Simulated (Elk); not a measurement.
**RbCrBr3: spin-resolved bands and density of states**

How do the spin channels of RbCrBr3 fill?

Method: PBE with U = 4.40 eV, J = 0.90 eV on Cr d; all-electron APW+lo, Dirac cores, scalar-relativistic bands, in Elk 11.2.3 (patched build).

**1. Starting point**

It takes space group P4/mmm (No. 123, tetragonal). The conventional cell has a = 4.565 Å, b = 4.565 Å, c = 5.130 Å, α = 90.00°, β = 90.00°, γ = 90.00°. Rb has 12 Br at 3.23 to 3.43 Å nearest. Cr has 6 Br at 2.28 to 2.57 Å nearest. Nearest to Br lie 2 Cr at 2.57 Å and 4 Rb at 3.23 Å. Br has 2 Cr at 2.28 Å and 4 Rb at 3.43 Å nearest. invented: KCrF3 (P4/mmm) with Br for F, Rb for K. Farther neighbours and most contacts between anions are not listed.

Structure file:

```cif
data_structure
_symmetry_space_group_name_H-M 'P4/mmm'
_symmetry_Int_Tables_number 123
_cell_length_a 4.5650
_cell_length_b 4.5650
_cell_length_c 5.1305
_cell_angle_alpha 90.000
_cell_angle_beta 90.000
_cell_angle_gamma 90.000
_cell_volume 106.92
loop_
_atom_site_label
_atom_site_type_symbol
_atom_site_symmetry_multiplicity
_atom_site_Wyckoff_symbol
_atom_site_fract_x
_atom_site_fract_y
_atom_site_fract_z
_atom_site_occupancy
Rb1 Rb 1 d 0.50000 0.50000 0.50000 1
Cr1 Cr 1 a 0.00000 0.00000 0.00000 1
Br1 Br 1 b 0.00000 0.00000 0.50000 1
Br2 Br 2 f 0.00000 0.50000 0.00000 1
```

The cell is a made-up one and need not be a known phase.

**2. Ground-state run**

Bands and densities of states are read from a converged potential, so the magnetic state comes first.

This is the lowest of the starts that converged (ferro +).

Moments are seeded by fields in the spheres (the last three columns under atoms), set against the wanted direction and reduced each loop.

Input file elk.in:

```
tasks
  0

xctype
  20

rgkmax
  7.0

nempty
  12

swidth
  0.005

reducebf
  0.6

epsengy
  1e-05

maxscl
  100

lmaxi
  2

mixtype
  3

mixsdb
  8

spinpol
  .true.

sppath
  './'

avec
  8.62668290687 0.00000000000 0.00000000000
  0.00000000000 8.62668290687 0.00000000000
  0.00000000000 0.00000000000 9.69516807280

atoms
  3
  'Rb.in'
  1
  0.5000000000 0.5000000000 0.5000000000   0.000000 0.000000 0.000000
  'Cr.in'
  1
  0.0000000000 0.0000000000 0.0000000000   0.000000 0.000000 -0.225000
  'Br.in'
  3
  0.0000000000 0.0000000000 0.5000000000   0.000000 0.000000 0.000000
  0.0000000000 0.5000000000 0.0000000000   0.000000 0.000000 0.000000
  0.5000000000 0.0000000000 0.0000000000   0.000000 0.000000 0.000000

ngridk
  4 4 4

dft+u
  1 1
  2 2 0.161697 0.033074
```

Command:

```
OMP_NUM_THREADS=4 elk
```

Numbers of over 12 decimals in the logs are rounded to 6 here.

The program printed:

```text
Warning(gndstate): core states of species 3 leak from the muffin-tin :   0.1550193019E-03
Warning(gndstate): forces or DFT+U at lmaxo under 8 : 6
  [figures from our tests cut]: type lmaxo 8 and lmaxapw 10

--- INFO.OUT ---
┌─────────────────────────┐
│ Elk code version 11.2.3 │
└─────────────────────────┘

All units are atomic (Hartree, Bohr, etc.)

┌─────────────────────────────────────────────────┐
│ Ground-state run starting from atomic densities │
└─────────────────────────────────────────────────┘

Lattice vectors :
   8.626682907       0.000000000       0.000000000
   0.000000000       8.626682907       0.000000000
   0.000000000       0.000000000       9.695168073

Species : 1 (Rb)
 parameters loaded from : Rb.in
 name : rubidium
 nuclear charge    :   -37.00000000
 electronic charge :    37.00000000
 atomic mass :    155798.2686
 muffin-tin radius :    2.600000000
 number of radial points in muffin-tin :   1193
 inner part over the whole radius :   0.9947532429E-02
 number on inner part of muffin-tin    :    847
 approximate nuclear radius :   0.7999050501E-04
 number of mesh points to nuclear radius :    413
 atomic positions (lattice), magnetic fields (Cartesian) :
  1 :   0.00000000  0.00000000  0.00000000    0.00000000  0.00000000  0.00000000

Species : 2 (Cr)
 parameters loaded from : Cr.in
 name : chromium
 nuclear charge    :   -24.00000000
 electronic charge :    24.00000000
 atomic mass :    94783.09202
 muffin-tin radius :    2.131670727
 number of radial points in muffin-tin :    993
 inner part over the whole radius :   0.9896835194E-02
 number on inner part of muffin-tin    :    697
 approximate nuclear radius :   0.6987106690E-04
 number of mesh points to nuclear radius :    331
 atomic positions (lattice), magnetic fields (Cartesian) :
  1 :   0.50000000  0.50000000  0.50000000    0.00000000  0.00000000 -0.22500000

Species : 3 (Br)
 parameters loaded from : Br.in
 name : bromine
 nuclear charge    :   -35.00000000
 electronic charge :    35.00000000
 atomic mass :    145656.0816
 muffin-tin radius :    2.131670727
 number of radial points in muffin-tin :    993
 inner part over the whole radius :   0.9964795902E-02
 number on inner part of muffin-tin    :    701
 approximate nuclear radius :   0.7858070945E-04
 number of mesh points to nuclear radius :    346
 atomic positions (lattice), magnetic fields (Cartesian) :
  1 :   0.50000000  0.50000000  0.00000000    0.00000000  0.00000000  0.00000000
  2 :   0.50000000  0.00000000  0.50000000    0.00000000  0.00000000  0.00000000
  3 :   0.00000000  0.50000000  0.50000000    0.00000000  0.00000000  0.00000000

Total number of atoms per unit cell :    5
Total muffin-tin volume :    235.9186057
 ratio of muffin-tin to unit cell volume :   0.3269784877

Spin treatment :
 spin-polarised
 global magnetic field (Cartesian) :    0.000000000       0.000000000       0.000000000
 collinear magnetisation in z-direction

Number of Bravais lattice symmetries :   16
Number of crystal symmetries         :   16
Crystal has inversion symmetry
Real symmetric eigensolver will be used

k-point grid :      4     4     4
k-point offset :    0.000000000       0.000000000       0.000000000
k-point set is reduced with full crystal symmetry group
Total number of k-points :       18

Muffin-tin radius times maximum |G+k| :    7.000000000
 using average radius
Maximum |G+k| for APW functions       :    3.145591574
Maximum (1/2)|G+k|²                   :    4.947373176
Maximum |G| for potential and density :    12.00000000
Constant for pseudocharge density :    8
 order of it for each species :   15  15  15
 order of it for pair densities of each species (exact exchange by exxq0 0: 15) :   13   9   9
Radial integration step length :    1

G-vector grid sizes :     35    35    40
Number of G-vectors :    21049

Maximum angular momentum used for
 APW functions            :    8
 outer part of muffin-tin :    6
 inner part of muffin-tin :    2

Number of empty states         :     60
Total number of valence states :    196
Total number of core states    :     92

Third-order local-orbitals added for an l without core states : T
Total number of local-orbitals :     91

Exchange-correlation functional :     20     0     0
 Perdew-Burke-Ernzerhof, Phys. Rev. Lett. 77, 3865 (1996)
 gradient requirement :    1
 generalised gradient approximation (GGA)

DFT+U calculation
 fully localised limit (FLL)
 see Phys. Rev. B 52, R5467 (1995)
 species : 2 (Cr), l = 2, U =   0.16169700, J =   0.03307400

Smearing type :    3
 Fermi-Dirac
Smearing width :   0.5000000000E-02
Effective electronic temperature (K) :    1578.875124

Mixing type :    3
 Broyden mixing, J. Phys. A: Math. Gen. 17, L317 (1984)

Kohn-Sham potential initialised from atomic data

┌──────────────────────────────┐
│ Self-consistent loop started │
└──────────────────────────────┘

┌─────────────────┐
│ Loop number : 1 │
└─────────────────┘

Energies :
 Fermi                       :     0.187995
 sum of occupied eigenvalues :     -6909.5203191891
 electron kinetic            :      12145.570947646
 core electron kinetic       :      11299.798897953
 Coulomb                     :     -23572.731418261
 Coulomb potential           :     -18485.061185837
 nuclear-nuclear             :     -1483.1073146136
 electron-nuclear            :     -25722.370493157
 Hartree                     :      3632.7463895105
 Madelung                    :     -14330.200825342
 xc potential                :     -569.91972077697
 xc effective B-field        :    -0.125116
 external B-field            :      0.000000
 exchange                    :     -418.57082364656
 correlation                 :     -8.122266
 DFT+U                       :     0.127083
 electron entropic           :    -0.54299934515909E-02
 total energy                :     -11853.731907494
 (external B-field energy excluded from total)

Density of states at Fermi energy :    65.16262879
 (states/Hartree/unit cell)

Estimated indirect band gap :   0.2770695287E-02
 from k-point 18 to k-point 9
Estimated direct band gap   :   0.5397349643E-02
 at k-point 3

Charges :
 core                        :    92.00000000
 valence                     :    74.00000000
 interstitial                :    10.10906430
 muffin-tins (core leakage)
  species : 1 (Rb)
   atom 1                    :    35.41187456     (  0.9330875030E-04)
  species : 2 (Cr)
   atom 1                    :    21.88613731     ( -0.2161567849E-06)
  species : 3 (Br)
   atom 1                    :    32.79646817     (  0.1532943773E-03)
   atom 2                    :    32.89822784     (  0.1545386291E-03)
   atom 3                    :    32.89822784     (  0.1545386291E-03)
 total in muffin-tins        :    155.8909357
 total calculated charge     :    165.9991735
 total charge                :    166.0000000
 error                       :   0.8264918617E-03

Moments :
 interstitial                :   0.4842595776
 muffin-tins
  species : 1 (Rb)
   atom 1                    :   0.7309534790E-02
  species : 2 (Cr)
   atom 1                    :    2.422096444
  species : 3 (Br)
   atom 1                    :   0.2896773815E-01
   atom 2                    :   0.6468049743E-01
   atom 3                    :   0.6468049743E-01
 total in muffin-tins        :    2.587734712
 total moment                :    3.071994290

[... earlier loops left out ...]

┌──────────────────┐
│ Loop number : 22 │
└──────────────────┘

Energies :
 Fermi                       :     0.287310
 sum of occupied eigenvalues :     -6887.4407277576
 electron kinetic            :      12148.998345110
 core electron kinetic       :      11298.286795054
 Coulomb                     :     -23574.397575875
 Coulomb potential           :     -18480.621995768
 nuclear-nuclear             :     -1483.1073146136
 electron-nuclear            :     -25729.991670561
 Hartree                     :      3638.7014092994
 Madelung                    :     -14334.086577991
 xc potential                :     -555.57064445672
 xc effective B-field        :    -0.246432
 external B-field            :      0.000000
 exchange                    :     -418.99349397668
 correlation                 :     -8.113157
 DFT+U                       :     0.185647
 electron entropic           :    -0.99558060479206E-03
 total energy                :     -11852.321230590
 (external B-field energy excluded from total)

Density of states at Fermi energy :    11.32441619
 (states/Hartree/unit cell)

Estimated indirect band gap :   0.1083236344E-01
 from k-point 2 to k-point 3
Estimated direct band gap   :   0.4255395698E-01
 at k-point 8

Charges :
 core                        :    92.00000000
 valence                     :    74.00000000
 interstitial                :    9.728857203
 muffin-tins (core leakage)
  species : 1 (Rb)
   atom 1                    :    35.45533687     (  0.9339431011E-04)
  species : 2 (Cr)
   atom 1                    :    22.31642721     ( -0.2161686599E-06)
  species : 3 (Br)
   atom 1                    :    32.77814892     (  0.1537389535E-03)
   atom 2                    :    32.86061490     (  0.1550193019E-03)
   atom 3                    :    32.86061490     (  0.1550193019E-03)
 total in muffin-tins        :    156.2711428
 total calculated charge     :    165.9992990
 total charge                :    166.0000000
 error                       :   0.7010188362E-03

Moments :
 interstitial                :   0.5125651365
 muffin-tins
  species : 1 (Rb)
   atom 1                    :   0.3997174169E-02
  species : 2 (Cr)
   atom 1                    :    3.418285001
  species : 3 (Br)
   atom 1                    :   0.1289589969E-01
   atom 2                    :   0.2588418989E-01
   atom 3                    :   0.2588418989E-01
 total in muffin-tins        :    3.486946455
 total moment                :    3.999511591

┌──────────────────────────────┐
│ Self-consistent loop stopped │
└──────────────────────────────┘

Warning : core states of species 3 leak from the muffin-tin :   0.1550193019E-03

Warning : forces or DFT+U at lmaxo under 8 : 6

Wrote STATE.OUT
```

Run time: 3.1 min. Hardware: 4 threads of Arm Neoverse V1, shared host; peak memory 0.47 GiB; 11 min of CPU time.

Spin moment in the muffin-tin sphere by atom:

```csv
atom,spin moment in the muffin-tin sphere (μB)
Rb1,0.00
Cr2,3.42
Br3,0.01
Br4,0.03
Br5,0.03
```

Numbers from this step:

* density of states at the Fermi level: 0.4162 states/eV/cell
* moment between the spheres: 0.5126 μB
* magnetization: 4.000 μB
* final state: ferromagnetic

**3. Levels along a path and on the mesh**

The potential is kept. Point names follow a standard table for this cell's lattice and can differ from other conventions. The density of states is interpolated from the levels on the mesh (so its value at the Fermi level can differ from the smeared one of the ground-state run), and the bands are solved anew along a path of special points.

Edit elk.in of step 2 so:

```diff
@@ -1,3 +1,7 @@
 tasks
-  0
+  10
+  20
+  15
+  33
+  73
 
@@ -51,3 +55,3 @@
   1
-  0.0000000000 0.0000000000 0.0000000000   0.000000 0.000000 -0.225000
+  0.0000000000 0.0000000000 0.0000000000   0.000000 0.000000 -0.000225
   'Br.in'
@@ -64 +68,22 @@
   2 2 0.161697 0.033074
+
+wplot
+  300 60 1
+  -0.35000 0.25000
+
+plot1d
+  7 84
+  0.00000000 0.00000000 0.00000000
+  0.00000000 0.50000000 0.00000000
+  0.50000000 0.50000000 0.00000000
+  0.00000000 0.00000000 0.00000000
+  0.00000000 0.00000000 0.50000000
+  0.00000000 0.50000000 0.50000000
+  0.50000000 0.50000000 0.50000000
+
+plot3d
+  0 0 0
+  1 0 0
+  0 1 0
+  0 0 1
+  23 23 26
```

Command:

```
OMP_NUM_THREADS=4 elk
```

The program printed:

```text
┌─────────────────────────────────┐
│ Elk code version 11.2.3 started │
└─────────────────────────────────┘

Info(readinput): the functional depends on the density's gradient
 muffin-tin radial points multiplied by    2.00000
 (not where nrmtscf is given)

┌───────────────────┐
│ Current task : 10 │
└───────────────────┘
Info(checkmt): changed muffin-tin radius of species 2 (Cr) from   2.4000 to   2.1317
Info(checkmt): changed muffin-tin radius of species 3 (Br) from   2.4000 to   2.1317

Info(findsymcrys): atomic basis shift (lattice) :
  0.5000000000      0.5000000000      0.5000000000
See GEOMETRY.OUT for new atomic positions

Info(writedos):
 Total density of states written to TDOS.OUT

 Partial density of states written to PDOS_Sss_Aaaaa.OUT
 for all species and atoms

 Spin-quantisation axis :    0.000000000       0.000000000       1.000000000

 Eigenvalues of a random matrix symmetrised with the site
 symmetries in the Yₗₘ basis written to ELMIREP.OUT for all
 species and atoms. Degenerate eigenvalues correspond to
 irreducible representations of each site symmetry group

 Interstitial density of states written to IDOS.OUT

 Fermi energy is at zero in plots

 DOS units are states/Hartree/unit cell

┌───────────────────┐
│ Current task : 20 │
└───────────────────┘

Info(bandstr):
 Band structure plot written to BAND.OUT

 Fermi energy is at zero in plot

 Vertex location lines written to BANDLINES.OUT

┌───────────────────┐
│ Current task : 15 │
└───────────────────┘

Info(writelsj):
 muffin-tin L, S and J expectation values written to LSJ.OUT

┌───────────────────┐
│ Current task : 33 │
└───────────────────┘

Info(rhoplot): 3D density plot written to RHO3D.OUT

┌───────────────────┐
│ Current task : 73 │
└───────────────────┘

Info(vecplot):
 3D magnetisation density written to MAG3D.OUT

┌──────────────────┐
│ Elk code stopped │
└──────────────────┘
```

Elapsed: 48 s, on 4 threads; peak memory 0.68 GiB; 2.8 min of CPU time.

The electronic bands at the labelled points (eV, zero at the Fermi level; # counts the bands kept):

```csv
point,up #11,up #12,up #13,up #14,down #10,down #11,down #12,down #13
Γ,-2.93,-2.92,-1.99,-1.03,0.74,1.03,1.03,1.67
0.54 of the way,-2.35,-2.13,-1.88,-0.24,1.20,2.04,2.19,2.39
X,-2.01,-1.86,-1.68,0.00,1.34,2.34,2.61,3.02
0.46 of the way,-2.13,-1.73,-1.71,1.45,2.28,2.57,2.97,3.55
M,-1.77,-1.77,-1.66,3.58,2.59,3.37,3.58,3.58
halfway,-2.30,-2.18,-1.74,1.01,2.15,2.21,2.44,2.55
Γ,-2.93,-2.92,-1.99,-1.03,0.74,1.03,1.03,1.67
halfway,-2.64,-2.64,-1.02,-0.96,0.78,1.75,1.75,1.76
Z,-2.33,-2.33,-0.99,-0.55,0.84,1.82,2.53,2.53
0.46 of the way,-2.41,-2.39,-0.79,0.64,1.83,2.20,2.56,2.67
R,-2.08,-1.83,-0.77,1.86,2.33,2.61,3.02,3.58
halfway,-2.12,-1.78,0.68,2.16,2.87,3.10,3.66,3.68
A,-1.73,-1.73,1.40,3.13,3.19,3.54,3.76,3.76
```

The density of states has structure finer than the step of the table below, so its rows give means over 0.5 eV, whole bins alone (the curve runs from -9.52 to 6.75 eV). Peaks (eV: height): up -6.48: 5.15, -3.37: 2.86, -2.39: 4.31, 5.39: 2.75; down -6.20: 3.22, -5.88: 3.46, -3.59: 2.87, -3.16: 3.57; Rb1 p up -6.48: 0.0841, -3.81: 0.0426, -2.39: 0.0176, 5.22: 0.0352; Rb1 p down -6.20: 0.0628, -5.88: 0.0493, -5.61: 0.0724, 5.66: 0.0358; Cr2 d up -6.48: 0.823, -3.48: 0.545, -2.39: 2.50.

Table of density of states by energy, zero at the Fermi level; means over each step; 7 of 8 lines; values in states/eV/cell:

```csv
energy (eV),up,down,Rb1 p up,Rb1 p down,Cr2 d up,Cr2 d down,Br3 p up
-9.0,0.0329,0,1.2e-6,0,9.7e-4,0,0.00170
-8.5,0.307,0.0305,2.8e-4,2.2e-6,0.0129,3.8e-4,0.0141
-8.0,0.773,0.313,0.00122,3.0e-4,0.0465,0.00541,0.0387
-7.5,0.752,0.806,0.00378,0.00127,0.0570,0.0223,0.0369
-7.0,0.780,0.792,0.0154,0.00379,0.0942,0.0289,0.0284
-6.5,3.73,1.22,0.0629,0.0252,0.512,0.0214,0.357
-6.0,2.21,2.68,0.0356,0.0458,0.417,0.128,0.272
-5.5,1.54,2.13,0.0224,0.0492,0.336,0.131,0.222
-5.0,1.28,1.78,0.0138,0.0264,0.278,0.0830,0.242
-4.5,1.24,1.92,0.0120,0.0224,0.141,0.0480,0.258
-4.0,2.14,1.57,0.0293,0.0177,0.186,0.0255,0.566
-3.5,2.33,2.57,0.0196,0.0266,0.323,0.0408,0.545
-3.0,1.46,1.96,0.00547,0.0110,0.348,0.0229,0.239
-2.5,3.06,0.213,0.0122,2.9e-4,1.70,9.3e-4,0.196
-2.0,2.32,0.0127,0.00654,0,1.41,9.2e-6,0.0380
-1.5,0.525,0,5.3e-4,0,0.379,0,0.00977
-1.0,0.595,0,2.0e-4,0,0.429,0,0.0321
-0.5,0.605,0,2.0e-4,0,0.410,0,0.0476
0.0,0.517,0,2.8e-4,0,0.329,0,0.0415
0.5,0.570,5.2e-4,4.5e-4,0,0.347,2.7e-4,0.0356
1.0,0.514,0.0881,3.8e-4,0,0.303,0.0450,0.0211
1.5,0.372,0.438,2.1e-4,1.5e-4,0.214,0.229,0.0135
2.0,0.198,1.80,1.0e-4,0.00158,0.109,1.04,0.00563
2.5,0.124,2.64,1.2e-4,0.00324,0.0544,1.61,0.00185
3.0,0.141,2.10,6.0e-4,0.00226,0.0230,1.32,9.1e-4
3.5,0.306,2.03,0.00239,0.00392,0.00697,1.27,0.00204
4.0,0.853,1.24,0.00923,0.00837,0.0136,0.405,0.00926
4.5,1.68,1.29,0.0219,0.0145,0.0326,0.140,0.0263
5.0,2.40,1.65,0.0321,0.0238,0.0567,0.102,0.0432
5.5,2.50,2.28,0.0327,0.0309,0.0663,0.195,0.0590
6.0,1.67,1.93,0.0284,0.0253,0.0615,0.253,0.0417
```

**4. Results**

```json
{
 "state": "ferromagnetic",
 "largest moment": "3.42 μB"
}
```

**Reading.** Right at the Fermi level (the table gives means over its steps) the density of states is 0.51 states/eV a cell for spin up and 0 for spin down: one channel has a gap there. Within the window shown, the centres of the Cr2 d states of the two spins lie 4.7 eV apart, a rough measure of the splitting of the spins, to which the U adds. The state is the lowest of the starts that converged; no opposed start was among them. These are Kohn–Sham levels without spin–orbit coupling. With a GGA and lmaxo under 10 this build's totals carry angular errors that reach some ten meV an atom in oxides, so smaller differences are in doubt.

[Logs and program files are shortened in this print: banners, set-up blocks, solver, clock and traceback lines can be left out without a mark of their own.]

[Logs are printed without paths, hosts, clocks, repeated set-up lines and the standing remarks that a program may print on its own settings, such as how far it seeks lower states.]

[Hosts, paths, dates, database ids (printed as entryN), source tags and the programs' standing remarks are cut or masked in the printed files.]

[Where a cell is said to come from a database of computed structures, the database is the Materials Project.]
